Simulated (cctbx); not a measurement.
# Reading a Patterson map

Space group P-3m1 (no. 164), a = 3.6450 Å, b = 3.6450 Å, c = 15.3730 Å, α = 90.00°, β = 90.00°, γ = 120.00°, content Ga2 V2 S5.

Simulated single-crystal data (cctbx): Mo Kα, λ = 0.71073 Å, to d = 0.8 Å, 50 % of the full sphere, strongest reflection 20000 counts, noise from counting, a 6 % proportional error and a noise floor of 15 counts (s.d.); no absorption.

Patterson synthesis, origin scaled to 1000:

```text
Patterson group P -3 m 1
      u       v       w   height  length (A)
  0.000   0.000   0.000   1000.0     0.00
  0.000   0.000   0.283    447.1     4.35
  0.000   0.000   0.420    425.4     6.46
  0.333   0.667   0.340    390.2     5.63
  0.333   0.667   0.770    354.3     4.11
  0.333   0.667   0.494    336.9     7.88
  0.333   0.667   0.910    269.1     2.51
  0.000   0.000   0.147    217.0     2.26
  0.333   0.667   0.188    215.0     3.57
  0.333   0.667   0.069    201.9     2.36
  0.333   0.667   0.612     88.5     6.33
  0.156   0.312   0.959     30.7     1.17
  0.158   0.317   0.037     29.0     1.15
  0.155   0.310   0.459     19.2     7.12
```

**Question.** Which atom pairs make the peaks, and where is the heaviest atom?

A peak at u stands for all pairs with xi − xj = u, with weight Σ ZiZj against Σ Z² = 4260 at the origin. Peak heights follow these weights only roughly, since form factors, motion and series ripples differ, all vectors within 0.55 Å of a peak are counted as merged into it though the farther ones add only part of their weight, and F(000) is left out, which lowers the whole map:

| u | v | w | shortest length (Å) | height | 1000 ΣZiZj/ΣZ² | pairs in the cell |
| --- | --- | --- | --- | --- | --- | --- |
| 0.000 | 0.000 | 0.283 | 4.35 | 447 | 578 | 4 × V–S, 2 × Ga–S |
| 0.000 | 0.000 | 0.420 | 6.46 | 425 | 455 | 2 × Ga–V, 2 × S–S |
| 0.333 | 0.667 | 0.340 | 5.63 | 390 | 458 | 2 × Ga–S, 1 × Ga–Ga |
| 0.333 | 0.667 | 0.770 | 4.11 | 354 | 395 | 2 × Ga–V, 1 × S–S |
| 0.333 | 0.667 | 0.494 | 7.88 | 337 | 406 | 2 × Ga–S, 2 × V–S |
| 0.333 | 0.667 | 0.910 | 2.52 | 269 | 346 | 4 × V–S |
| 0.000 | 0.000 | 0.147 | 2.26 | 217 | 233 | 2 × Ga–S |
| 0.333 | 0.667 | 0.188 | 3.57 | 215 | 365 | 4 × S–S, 1 × V–V |
| 0.333 | 0.667 | 0.069 | 2.35 | 202 | 233 | 2 × Ga–S |
| 0.333 | 0.667 | 0.612 | 6.32 | 88 | 180 | 3 × S–S |

The table stops at ten peaks or at a height of 45, below which ripples compete. In the model behind the data Ga, the heaviest element, has 1 independent site: (2/3, 1/3, 0.1757), up to an allowed shift of origin; the Ga–Ga vectors are differences of these positions and their symmetry mates. The whole model:

```
atom  mult.    x    y       z  Ueq (Å²)
 Ga1      2  2/3  1/3  0.1757    0.0056
  V1      2  2/3  1/3  0.5934    0.0052
  S1      2  2/3  1/3  0.8947    0.0058
  S2      2  2/3  1/3  0.3238    0.0061
  S3      1    0    0     1/2    0.0057
```

This is a model crystal, built by substitution and not relaxed, with assumed displacement parameters.

[Logs are printed without paths, hosts, clocks, repeated set-up lines and the standing remarks that a program may print on its own settings, such as how far it seeks lower states.]
